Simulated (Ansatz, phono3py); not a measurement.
# Scattering channels in KCl (Sylvite, Fm-3m), one at a time

Wanted: the sensitivity of κ of KCl (Sylvite) to the choices of the transport step.

Experimental results on record:
- thermal conductivity 7.1 W/m/K near room temperature (given in “Combining the AFLOW GIBBS and Elastic Libraries to efficiently and robustly screen thermo-mechanical properties of solids”, 2017, arXiv:1611.05714)
- thermal conductivity 7.1 W/m/K near room temperature (given in “Predicting the lattice thermal conductivity of solids by solving the Boltzmann transport equation: AFLOW - AAPL an automated, accurate and efficient framework”, 2017, arXiv:1611.05481)

Method: DFT LDA, scalar-relativistic, plane waves, PAW; PAW set soft_1; phono3py on Ansatz's force constants, in phono3py 4.10.0.

This is a report of a sequence of runs, with most program output left out.

### Step 1. Set-up

Symmetry: Fm-3m, No. 225, cubic system. Conventional cell: a = 6.077 Å, b = 6.077 Å, c = 6.077 Å, α = 90.00°, β = 90.00°, γ = 90.00°. Nearest to K lie 6 Cl at 3.04 Å. Cl has 6 K at 3.04 Å nearest. Farther neighbours and most contacts between anions are not listed.

### Step 2. Relaxation-time solution

The base run: each mode relaxes on its own with natural isotopes, and rates are split into normal and umklapp parts.

phono3py.yaml

```yaml
phono3py:
  version: "4.10.0"
  frequency_unit_conversion_factor: 15.633302
  symmetry_tolerance: 1.00000e-05

physical_unit:
  atomic_mass: "AMU"
  length: "angstrom"

space_group:
  type: "Fm-3m"
  number: 225
  Hall_symbol: "-F 4 2 3"

primitive_matrix:
- [  1.000000000000000,  0.000000000000000,  0.000000000000000 ]
- [  0.000000000000000,  1.000000000000000,  0.000000000000000 ]
- [  0.000000000000000,  0.000000000000000,  1.000000000000000 ]

supercell_matrix:
- [   3,   0,   0 ]
- [   0,   3,   0 ]
- [   0,   0,   3 ]

# [primitive_cell block left out]
unit_cell:
  lattice:
  - [     0.000000000000000,     3.038637075500000,     3.038637075500000 ] # a
  - [     3.038637075500000,     0.000000000000000,     3.038637075500000 ] # b
  - [     3.038637075500000,     3.038637075500000,     0.000000000000000 ] # c
  points:
  - symbol: K # 1
    coordinates: [  0.000000000000000,  0.000000000000000,  0.000000000000000 ]
    mass: 39.098300
    reduced_to: 1
  - symbol: Cl # 2
    coordinates: [  0.500000000000000,  0.500000000000000,  0.500000000000000 ]
    mass: 35.450000
    reduced_to: 2

# [supercell block left out]
phonon_supercell_matrix:
- [   6,   0,   0 ]
- [   0,   6,   0 ]
- [   0,   0,   6 ]

# [phonon_primitive_cell block left out]
# [phonon_supercell block left out]
nac:
  born_effective_charge:
  - # 1 (K)
    - [  1.109091043469948,  0.000000000000000,  0.000000000000000 ]
    - [  0.000000000000000,  1.109091043469948,  0.000000000000000 ]
    - [  0.000000000000000,  0.000000000000000,  1.109091043469948 ]
  - # 2 (Cl)
    - [ -1.109091043469948,  0.000000000000000,  0.000000000000000 ]
    - [  0.000000000000000, -1.109091043469948,  0.000000000000000 ]
    - [  0.000000000000000,  0.000000000000000, -1.109091043469948 ]
  dielectric_constant:
    - [  2.507462385729138,  0.000000000000000,  0.000000000000000 ]
    - [  0.000000000000000,  2.507462385729138,  0.000000000000000 ]
    - [  0.000000000000000,  0.000000000000000,  2.507462385729138 ]
  unit_conversion_factor: 14.399645
```

Run with:

```console
> phono3py phono3py.yaml --mesh 17 17 17 --br --isotope --nu --ts 50 100 150 200 300 400 500 600 800
```

The job ended after 19 s (8 threads of Arm Neoverse V1, shared host; peak memory 0.29 GiB; 1.9 min of CPU time).

Numbers from this step:

| Property | Result |
| --- | --- |
| κ at 300 K | 10.26 W/m/K |
| κ xx, yy, zz at 300 K | 10.26, 10.26, 10.26 W/m/K |
| normal share of three-phonon scattering at 300 K | 0.593 |

W/m/K. Kappa, by row:

| T (K) | xx | yy | zz | yz | xz | xy |
| --- | --- | --- | --- | --- | --- | --- |
| 50 | 61.21 | 61.21 | 61.21 | 0 | 0 | 0 |
| 100 | 29.34 | 29.34 | 29.34 | 0 | 0 | 0 |
| 150 | 19.91 | 19.91 | 19.91 | 0 | 0 | 0 |
| 200 | 15.14 | 15.14 | 15.14 | 0 | 0 | 0 |
| 300 | 10.26 | 10.26 | 10.26 | 0 | 0 | 0 |
| 400 | 7.767 | 7.767 | 7.767 | 0 | 0 | 0 |
| 500 | 6.249 | 6.249 | 6.249 | 0 | 0 | 0 |
| 600 | 5.228 | 5.228 | 5.228 | 0 | 0 | 0 |
| 800 | 3.94 | 3.94 | 3.94 | 0 | 0 | 0 |

The lattice thermal conductivity, xx by temperature:

| temperature (K) | lattice thermal conductivity, xx (W/m/K) |
| --- | --- |
| 50 | 61.2 |
| 100 | 29.3 |
| 150 | 19.9 |
| 200 | 15.1 |
| 300 | 10.3 |
| 400 | 7.77 |
| 500 | 6.25 |
| 600 | 5.23 |
| 800 | 3.94 |

The mean scattering rate at 300 K by frequency:

| frequency (THz) | normal (1/ps) | umklapp (1/ps) |
| --- | --- | --- |
| 0.14 | - | - |
| 0.41 | 0.0372 | 0.00403 |
| 0.69 | 0.041 | 0.00728 |
| 0.97 | 0.0757 | 0.0125 |
| 1.24 | 0.0867 | 0.0267 |
| 1.52 | 0.108 | 0.0367 |
| 1.79 | 0.0791 | 0.0525 |
| 2.07 | 0.0926 | 0.0763 |
| 2.35 | 0.0959 | 0.0993 |
| 2.62 | 0.0991 | 0.116 |
| 2.90 | 0.112 | 0.111 |
| 3.18 | 0.147 | 0.108 |
| 3.45 | 0.163 | 0.0928 |
| 3.73 | 0.195 | 0.0819 |
| 4.00 | 0.196 | 0.081 |
| 4.28 | 0.199 | 0.0856 |
| 4.56 | 0.203 | 0.0774 |
| 4.83 | 0.156 | 0.106 |
| 5.11 | 0.157 | 0.195 |
| 5.38 | 0.601 | 0.432 |
| 5.66 | 0.973 | 0.555 |
| 5.94 | 1.46 | 0.641 |
| 6.21 | 2.22 | 0.634 |
| 6.49 | 3.62 | 0.659 |

The base value at 300 K is 10.3 W/(m K).

The lattice thermal conductivity, xx is 10.3 W/m/K at 300 K, going as T^-1.0 above 200 K.

### Step 3. Two programs, one set of constants

This step: DFT LDA, scalar-relativistic, plane waves, PAW; PAW set soft_1 (Ansatz 0.2.0).

Ansatz's figure includes its coherence part. Comparison, by row:

| T (K) | Ansatz RTA (W/m/K) | phono3py RTA (W/m/K) | difference (%) |
| --- | --- | --- | --- |
| 50 | 61.58 | 61.21 | -0.6 |
| 100 | 29.52 | 29.34 | -0.61 |
| 150 | 20.07 | 19.91 | -0.8 |
| 200 | 15.29 | 15.14 | -0.98 |
| 300 | 10.41 | 10.26 | -1.44 |
| 400 | 7.919 | 7.767 | -1.92 |
| 500 | 6.407 | 6.249 | -2.47 |
| 600 | 5.391 | 5.228 | -3.02 |
| 800 | 4.115 | 3.94 | -4.25 |

### Step 4. Without isotopes, third order supercell 3×3×3, supercell 6×6×6

Leaving out the isotope term shows how much the natural mass disorder scatters.

This step: DFT LDA, scalar-relativistic, plane waves, PAW; PAW set soft_1; phono3py on Ansatz's force constants (phono3py 4.10.0).

phono3py.yaml is that of step 2.

Run with:

```console
> phono3py phono3py.yaml --mesh 17 17 17 --br --ts 50 100 150 200 300 400 500 600 800
```

It took 16 s on 8 threads; peak memory 0.29 GiB.

Numbers from this step:

```
κ at 300 K            : 10.68 W/m/K
κ xx, yy, zz at 300 K : 10.68, 10.68, 10.68 W/m/K
```

W/m/K. Kappa, by row:

| T (K) | xx | yy | zz | yz | xz | xy |
| --- | --- | --- | --- | --- | --- | --- |
| 50 | 74.85 | 74.85 | 74.85 | 0 | 0 | 0 |
| 100 | 32.55 | 32.55 | 32.55 | 0 | 0 | 0 |
| 150 | 21.44 | 21.44 | 21.44 | 0 | 0 | 0 |
| 200 | 16.04 | 16.04 | 16.04 | 0 | 0 | 0 |
| 300 | 10.68 | 10.68 | 10.68 | 0 | 0 | 0 |
| 400 | 8.011 | 8.011 | 8.011 | 0 | 0 | 0 |
| 500 | 6.408 | 6.408 | 6.408 | 0 | 0 | 0 |
| 600 | 5.34 | 5.34 | 5.34 | 0 | 0 | 0 |
| 800 | 4.005 | 4.005 | 4.005 | 0 | 0 | 0 |

κ at 300 K goes from 10.3 in the base run to 10.7 W/(m K).

### Step 5. Another q-mesh, third order supercell 3×3×3, supercell 6×6×6

The q-mesh of the transport sums changes, with the same scattering terms.

phono3py.yaml is that of step 4.

Run with:

```console
> phono3py phono3py.yaml --mesh 3 3 3 --br --isotope --ts 100 300 600
```

The job ended after 3.6 s (8 threads; peak memory 0.29 GiB).

Numbers from this step:

* κ at 300 K: 24.02 W/m/K
* κ xx, yy, zz at 300 K: 24.02, 24.02, 24.02 W/m/K

W/m/K. Kappa, by row:

| T (K) | xx | yy | zz | yz | xz | xy |
| --- | --- | --- | --- | --- | --- | --- |
| 100 | 54.77 | 54.77 | 54.77 | 0 | 0 | 0 |
| 300 | 24.02 | 24.02 | 24.02 | 0 | 0 | 0 |
| 600 | 12.96 | 12.96 | 12.96 | 0 | 0 | 0 |

This mesh is too coarse for the transport sums: κ at 300 K comes out at 24.0 against 10.3 W/(m K) in the base run.

### Step 6. Another q-mesh, third order supercell 3×3×3, supercell 6×6×6 (run 2)

phono3py.yaml is that of step 5.

Run with:

```console
> phono3py phono3py.yaml --mesh 7 7 7 --br --isotope --ts 100 300 600
```

It took 3.8 s on 8 threads; peak memory 0.29 GiB; 4.4 s of CPU time.

κ at 300 K goes from 10.3 in the base run to 10.2 W/(m K).

### Step 7. Another q-mesh, third order supercell 3×3×3, supercell 6×6×6 (run 3)

phono3py.yaml is that of step 6.

Run with:

```console
> phono3py phono3py.yaml --mesh 9 9 9 --br --isotope --ts 100 300 600
```

Elapsed: 4.1 s, on 8 threads; peak memory 0.29 GiB.

κ at 300 K goes from 10.3 in the base run to 9.88 W/(m K).

### Step 8. Another q-mesh, third order supercell 3×3×3, supercell 6×6×6 (run 4)

phono3py.yaml is that of step 7.

Run with:

```console
> phono3py phono3py.yaml --mesh 13 13 13 --br --isotope --ts 100 300 600
```

Wall time 6.9 s (8 threads); peak memory 0.29 GiB.

W/m/K. Kappa, by row:

| T (K) | xx | yy | zz | yz | xz | xy |
| --- | --- | --- | --- | --- | --- | --- |
| 100 | 29.13 | 29.13 | 29.13 | 0 | 0 | 0 |
| 300 | 10.2 | 10.2 | 10.2 | 0 | 0 | 0 |
| 600 | 5.194 | 5.194 | 5.194 | 0 | 0 | 0 |

κ at 300 K goes from 10.3 in the base run to 10.2 W/(m K).

### Step 9. Another q-mesh, third order supercell 3×3×3, supercell 6×6×6 (run 5)

phono3py.yaml is that of step 8.

Run with:

```console
> phono3py phono3py.yaml --mesh 21 21 21 --br --isotope --ts 100 300 600
```

The job ended after 52 s (8 threads; peak memory 0.29 GiB).

κ at 300 K goes from 10.3 in the base run to 10.3 W/(m K).

### Step 10. Another q-mesh, third order supercell 3×3×3, supercell 6×6×6 (run 6)

phono3py.yaml is that of step 9.

Run with:

```console
> phono3py phono3py.yaml --mesh 27 27 27 --br --isotope --ts 100 300 600
```

Wall time 3.6 min (8 threads); peak memory 0.29 GiB; 26 min of CPU time.

W/m/K. Kappa, by row:

| T (K) | xx | yy | zz | yz | xz | xy |
| --- | --- | --- | --- | --- | --- | --- |
| 100 | 29.62 | 29.62 | 29.62 | 0 | 0 | 0 |
| 300 | 10.37 | 10.37 | 10.37 | 0 | 0 | 0 |
| 600 | 5.286 | 5.286 | 5.286 | 0 | 0 | 0 |

κ at 300 K goes from 10.3 in the base run to 10.4 W/(m K).

### Step 11. Mesh convergence

This step: DFT LDA, scalar-relativistic, plane waves, PAW; PAW set soft_1 (phono3py 4.10.0).

Series, by row:

| mesh points along each axis | kappa at 100 K (W/m/K) | kappa at 300 K (W/m/K) | kappa at 600 K (W/m/K) | seconds |
| --- | --- | --- | --- | --- |
| 3 | 54.77 | 24.02 | 12.96 | 3.6 |
| 7 | 29.16 | 10.25 | 5.215 | 3.79 |
| 9 | 28.25 | 9.877 | 5.029 | 4.09 |
| 13 | 29.13 | 10.2 | 5.194 | 6.91 |
| 17 | 29.34 | 10.26 | 5.228 | 18.44 |
| 21 | 29.51 | 10.33 | 5.266 | 52.01 |
| 27 | 29.62 | 10.37 | 5.286 | 213.6 |

### Step 12. Boundary scattering, third order supercell 3×3×3, supercell 6×6×6

A boundary term v/L is added to each rate, a simple model of grains or a thin sample.

This step: DFT LDA, scalar-relativistic, plane waves, PAW; PAW set soft_1; phono3py on Ansatz's force constants (phono3py 4.10.0).

phono3py.yaml is that of step 10.

Run with:

```console
> phono3py phono3py.yaml --mesh 17 17 17 --br --isotope --boundary-mfp 1 --ts 50 100 150 200 300 400 500 600 800
```

Run time: 19 s. Hardware: 8 threads; peak memory 0.29 GiB.

This step gave:

```
κ at 300 K            : 9.967 W/m/K
κ xx, yy, zz at 300 K : 9.967, 9.967, 9.967 W/m/K
```

W/m/K. Kappa, by row:

| T (K) | xx | yy | zz | yz | xz | xy |
| --- | --- | --- | --- | --- | --- | --- |
| 50 | 45.79 | 45.79 | 45.79 | 0 | 0 | 0 |
| 100 | 26.66 | 26.66 | 26.66 | 0 | 0 | 0 |
| 150 | 18.77 | 18.77 | 18.77 | 0 | 0 | 0 |
| 200 | 14.5 | 14.5 | 14.5 | 0 | 0 | 0 |
| 300 | 9.967 | 9.967 | 9.967 | 0 | 0 | 0 |
| 400 | 7.597 | 7.597 | 7.597 | 0 | 0 | 0 |
| 500 | 6.139 | 6.139 | 6.139 | 0 | 0 | 0 |
| 600 | 5.15 | 5.15 | 5.15 | 0 | 0 | 0 |
| 800 | 3.896 | 3.896 | 3.896 | 0 | 0 | 0 |

κ at 300 K goes from 10.3 in the base run to 9.97 W/(m K).

### Step 13. Boundary scattering, third order supercell 3×3×3, supercell 6×6×6 (run 2)

phono3py.yaml is that of step 12.

Run with:

```console
> phono3py phono3py.yaml --mesh 17 17 17 --br --isotope --boundary-mfp 10 --ts 50 100 150 200 300 400 500 600 800
```

Elapsed: 18 s, on 8 threads; peak memory 0.29 GiB; 1.8 min of CPU time.

Numbers from this step:

```
κ at 300 K            : 10.23 W/m/K
κ xx, yy, zz at 300 K : 10.23, 10.23, 10.23 W/m/K
```

W/m/K. Kappa, by row:

| T (K) | xx | yy | zz | yz | xz | xy |
| --- | --- | --- | --- | --- | --- | --- |
| 50 | 58.29 | 58.29 | 58.29 | 0 | 0 | 0 |
| 100 | 28.98 | 28.98 | 28.98 | 0 | 0 | 0 |
| 150 | 19.77 | 19.77 | 19.77 | 0 | 0 | 0 |
| 200 | 15.07 | 15.07 | 15.07 | 0 | 0 | 0 |
| 300 | 10.23 | 10.23 | 10.23 | 0 | 0 | 0 |
| 400 | 7.749 | 7.749 | 7.749 | 0 | 0 | 0 |
| 500 | 6.237 | 6.237 | 6.237 | 0 | 0 | 0 |
| 600 | 5.219 | 5.219 | 5.219 | 0 | 0 | 0 |
| 800 | 3.936 | 3.936 | 3.936 | 0 | 0 | 0 |

κ at 300 K goes from 10.3 in the base run to 10.2 W/(m K).

### Step 14. Direct solution of the linearised equation, third order supercell 3×3×3, supercell 6×6×6

Solving the linearised equation directly keeps the heat that normal processes pass on between modes; it is dearer, so the mesh may be smaller.

phono3py.yaml is that of step 13.

Run with:

```console
> phono3py phono3py.yaml --mesh 17 17 17 --lbte --isotope --ts 100 300 600
```

The job ended after 1.9 min (8 threads; peak memory 0.35 GiB; 3.4 min of CPU time).

Numbers from this step:

```
κ at 300 K            : 13.96 W/m/K
κ xx, yy, zz at 300 K : 13.96, 13.96, 13.96 W/m/K
```

W/m/K. Kappa, by row:

| T (K) | xx | yy | zz | yz | xz | xy | RTA mean |
| --- | --- | --- | --- | --- | --- | --- | --- |
| 100 | 37.57 | 37.57 | 37.57 | 0 | 0 | 0 | 29.34 |
| 300 | 13.96 | 13.96 | 13.96 | 0 | 0 | 0 | 10.26 |
| 600 | 7.235 | 7.235 | 7.235 | 0 | 0 | 0 | 5.228 |

κ at 300 K goes from 10.3 in the base run to 14.0 W/(m K).

### Step 15. Adding coherences, third order supercell 3×3×3, supercell 6×6×6

Close branches can carry heat by tunnelling between them, which the particle picture leaves out.

phono3py.yaml is that of step 14.

Run with:

```console
> phono3py phono3py.yaml --mesh 17 17 17 --br --isotope --tt smm19 --ts 50 100 150 200 300 400 500 600 800
```

Elapsed: 18 s, on 8 threads; peak memory 0.29 GiB.

This step gave:

```yaml
kappa_at_300_k: 10.38 W/m/K
kappa_xx_yy_zz_at_300_k: 10.38, 10.38, 10.38 W/m/K
```

W/m/K. Kappa, by row:

| T (K) | xx | yy | zz | yz | xz | xy | intra mean | inter mean |
| --- | --- | --- | --- | --- | --- | --- | --- | --- |
| 50 | 61.39 | 61.39 | 61.39 | 0 | 0 | 0 | 61.21 | 0.1794 |
| 100 | 29.44 | 29.44 | 29.44 | 0 | 0 | 0 | 29.34 | 0.1028 |
| 150 | 20.02 | 20.02 | 20.02 | 0 | 0 | 0 | 19.91 | 0.1036 |
| 200 | 15.25 | 15.25 | 15.25 | 0 | 0 | 0 | 15.14 | 0.1089 |
| 300 | 10.38 | 10.38 | 10.38 | 0 | 0 | 0 | 10.26 | 0.1202 |
| 400 | 7.898 | 7.898 | 7.898 | 0 | 0 | 0 | 7.767 | 0.131 |
| 500 | 6.39 | 6.39 | 6.39 | 0 | 0 | 0 | 6.249 | 0.1409 |
| 600 | 5.377 | 5.377 | 5.377 | 0 | 0 | 0 | 5.228 | 0.1498 |
| 800 | 4.105 | 4.105 | 4.105 | 0 | 0 | 0 | 3.94 | 0.1644 |

κ at 300 K goes from 10.3 in the base run to 10.4 W/(m K).

### Step 16. Gaussian smearing, third order supercell 3×3×3, supercell 6×6×6

A Gaussian replaces the tetrahedron method for energy conservation; its width must match the mesh.

phono3py.yaml is that of step 15.

Run with:

```console
> phono3py phono3py.yaml --mesh 17 17 17 --br --isotope --sigma 0.05 --ts 100 300 600
```

Run time: 16 s. Hardware: 8 threads; peak memory 0.29 GiB; 96 s of CPU time.

Numbers from this step:

| Quantity | Value |
| --- | --- |
| κ at 300 K | 10.62 W/m/K |
| κ xx, yy, zz at 300 K | 10.62, 10.62, 10.62 W/m/K |

W/m/K. Kappa, by row:

| T (K) | xx | yy | zz | yz | xz | xy |
| --- | --- | --- | --- | --- | --- | --- |
| 100 | 30.03 | 30.03 | 30.03 | 0 | 0 | 0 |
| 300 | 10.62 | 10.62 | 10.62 | 0 | 0 | 0 |
| 600 | 5.422 | 5.422 | 5.422 | 0 | 0 | 0 |

With a width of 0.05 THz κ at 300 K is 10.6 W/(m K), +3.5 % from the tetrahedron value.

Between step 2 and this run (delta function Gaussian and sigma 0.05 THz) the value for the κ at 300 K moves from 10.3 W/m/K to 10.6 W/m/K (+4 %).

### Step 17. Gaussian smearing, third order supercell 3×3×3, supercell 6×6×6 (run 2)

phono3py.yaml is that of step 16.

Run with:

```console
> phono3py phono3py.yaml --mesh 17 17 17 --br --isotope --sigma 0.1 --ts 100 300 600
```

Run time: 16 s. Hardware: 8 threads; peak memory 0.29 GiB.

Numbers from this step:

```yaml
kappa_at_300_k: 10.31 W/m/K
kappa_xx_yy_zz_at_300_k: 10.31, 10.31, 10.31 W/m/K
```

With a width of 0.1 THz κ at 300 K is 10.3 W/(m K), +0.5 % from the tetrahedron value.

For the κ at 300 K, step 16 gave 10.6 W/m/K; this run, with sigma 0.1 THz, gives 10.3 W/m/K (-3 %).

### Step 18. Two-phonon phase space, third order supercell 3×3×3, supercell 6×6×6

The two-phonon density of states counts the channels open to a mode, without matrix elements.

phono3py.yaml is that of step 17.

Run with:

```console
> phono3py phono3py.yaml --mesh 21 21 21 --jdos --gp 0 --num-freq-points 80
```

It took 3.9 s on 8 threads; peak memory 0.29 GiB; 4.6 s of CPU time.

The joint density of states at Gamma by frequency; read off at these points:

| frequency (THz) | absorption class (1/THz) | decay class (1/THz) |
| --- | --- | --- |
| 0.00 | 0 | 0 |
| 0.34 | 12.7 | 0.00241 |
| 0.67 | 11.4 | 0.0139 |
| 1.01 | 10.8 | 0.0387 |
| 1.52 | 11.1 | 0.0974 |
| 1.86 | 8.01 | 0.152 |
| 2.19 | 7.12 | 0.223 |
| 2.53 | 5.67 | 0.313 |
| 2.87 | 4.69 | 0.435 |
| 3.20 | 3.89 | 0.607 |
| 3.54 | 1.83 | 0.901 |
| 3.88 | 1.12 | 0.996 |
| 4.39 | 0.520 | 1.15 |
| 4.72 | 0.334 | 1.28 |
| 5.06 | 0.248 | 2.04 |
| 5.40 | 0.175 | 3.10 |
| 5.73 | 0.109 | 4.75 |
| 6.07 | 0.0476 | 4.61 |
| 6.41 | 0 | 5.17 |
| 6.91 | 0 | 9.60 |
| 7.25 | 0 | 7 |
| 7.59 | 0 | 8.00 |
| 7.93 | 0 | 10.5 |
| 8.26 | 0 | 7.99 |
| 8.60 | 0 | 6.20 |
| 8.94 | 0 | 5.50 |
| 9.44 | 0 | 6.07 |
| 9.78 | 0 | 6.62 |
| 10.12 | 0 | 2.62 |
| 10.46 | 0 | 1.10 |
| 10.79 | 0 | 0.823 |
| 11.13 | 0 | 0.589 |
| 11.47 | 0 | 0.144 |
| 11.81 | 0 | 0.120 |
| 12.31 | 0 | 0.0914 |
| 12.65 | 0 | 0.0705 |
| 12.99 | 0 | 0.0467 |
| 13.32 | 0 | 0 |

The joint density of states at Gamma (absorption class) has its highest peak at 0.34 THz.

### Step 19. Without the dipole term, third order supercell 3×3×3, supercell 6×6×6

Dropping the dipole term tests how much its part of the interpolation matters for κ.

phono3py.yaml is that of step 18.

Run with:

```console
> phono3py phono3py.yaml --mesh 17 17 17 --br --isotope --nonac --ts 100 300 600
```

Elapsed: 18 s, on 8 threads; peak memory 0.29 GiB.

This step gave:

```
κ at 300 K            : 10.24 W/m/K
κ xx, yy, zz at 300 K : 10.24, 10.24, 10.24 W/m/K
```

W/m/K. Kappa, by row:

| T (K) | xx | yy | zz | yz | xz | xy |
| --- | --- | --- | --- | --- | --- | --- |
| 100 | 29.19 | 29.19 | 29.19 | 0 | 0 | 0 |
| 300 | 10.24 | 10.24 | 10.24 | 0 | 0 | 0 |
| 600 | 5.218 | 5.218 | 5.218 | 0 | 0 | 0 |

κ at 300 K goes from 10.3 to 10.2 W/(m K). Only the interpolation between the solved wavevectors changes, and the fewer these are, the more it matters.

(Part 1 of 2 ends here.)

[Logs are printed without paths, hosts, clocks, repeated set-up lines and the standing remarks that a program may print on its own settings, such as how far it seeks lower states.]

[Hosts, paths, dates, database ids (printed as entryN), source tags and the programs' standing remarks are cut or masked in the printed files.]

[A step with changed settings may run another functional than the one named; its input shows which.]
